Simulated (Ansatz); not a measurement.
ZnS (F-43m): refractive index against wavelength

The refractive index of ZnS (F-43m) below the direct gap (2.11 eV on the mesh) is read from one computed spectrum, n = √(Re ε).

The structure is cubic, space group F-43m (No. 216). Conventional cell: a = 5.404 Å, b = 5.404 Å, c = 5.404 Å, α = 90.00°, β = 90.00°, γ = 90.00°. Zn on site c has 4 S at 2.34 Å as nearest neighbours. S on site a is surrounded by 4 Zn at 2.34 Å.

Method: Ansatz 0.2.0, PBE, independent particles, k-mesh 10×10×10 with interpolation inside its cells, Gaussian parameter 0.1 eV.

Launch of the response step: `ansatz run input.yaml --threads 4 --pin off --max-ram 8192MiB --backend cpu --events-out ev --progress --plain --runs-dir out`. The run took 6 s, on 4 threads of Arm Neoverse V2 (shared host).

| wavelength (nm) | photon energy E (eV) | n |
| --- | --- | --- |
| 3000 | 0.413 | 2.5171 |
| 2000 | 0.620 | 2.5248 |
| 1550 | 0.800 | 2.5344 |
| 1310 | 0.946 | 2.5443 |
| 1064 | 1.165 | ? |
| 850 | 1.459 | 2.5973 |

In the single-oscillator model n² − 1 = E₀E_d/(E₀² − E²), so 1/(n² − 1) = E₀/E_d − E²/(E₀E_d) is linear in E².

Working, on the rows shown:

| x = E² (eV²) | y = 1/(n² − 1) |
| --- | --- |
| 0.170801 | 0.187414 |
| 0.384302 | 0.18606 |
| 0.639837 | 0.184394 |
| 0.895757 | 0.1827 |
| 2.12762 | 0.174035 |

Means: x̄ = 0.84366, ȳ = 0.18292. Σ(x − x̄)(y − ȳ) = -0.01619, Σ(x − x̄)² = 2.357. Slope = -0.01619 / 2.357 = -0.006868; intercept = ȳ − slope · x̄ = 0.18871. Turned back into n, the line misses the rows shown by at most 0.00081.

Question: What does the fit predict for the withheld row, and how well does it do?

Answer: At x = 1.3578 the line gives y = 0.17939, that is 2.5641. The run gave 2.5630, so the interpolation is off by 0.0011, 1.3 % of the range in the table.

Refitted with all rows, the slope is -0.006839 and the intercept 0.18872. These give E₀ = √(intercept/−slope) = 5.25 eV and E_d = E₀/intercept = 27.8 eV; E₀ is 2.5 times the direct gap. The electronic limit at long wavelengths, without lattice vibrations, is n = √(1 + 1/intercept) = 2.510. The cell comes from an older database entry, whose edges can be off by a per cent or so. Excitons are left out and so are local fields; PBE gaps are as a rule too small.
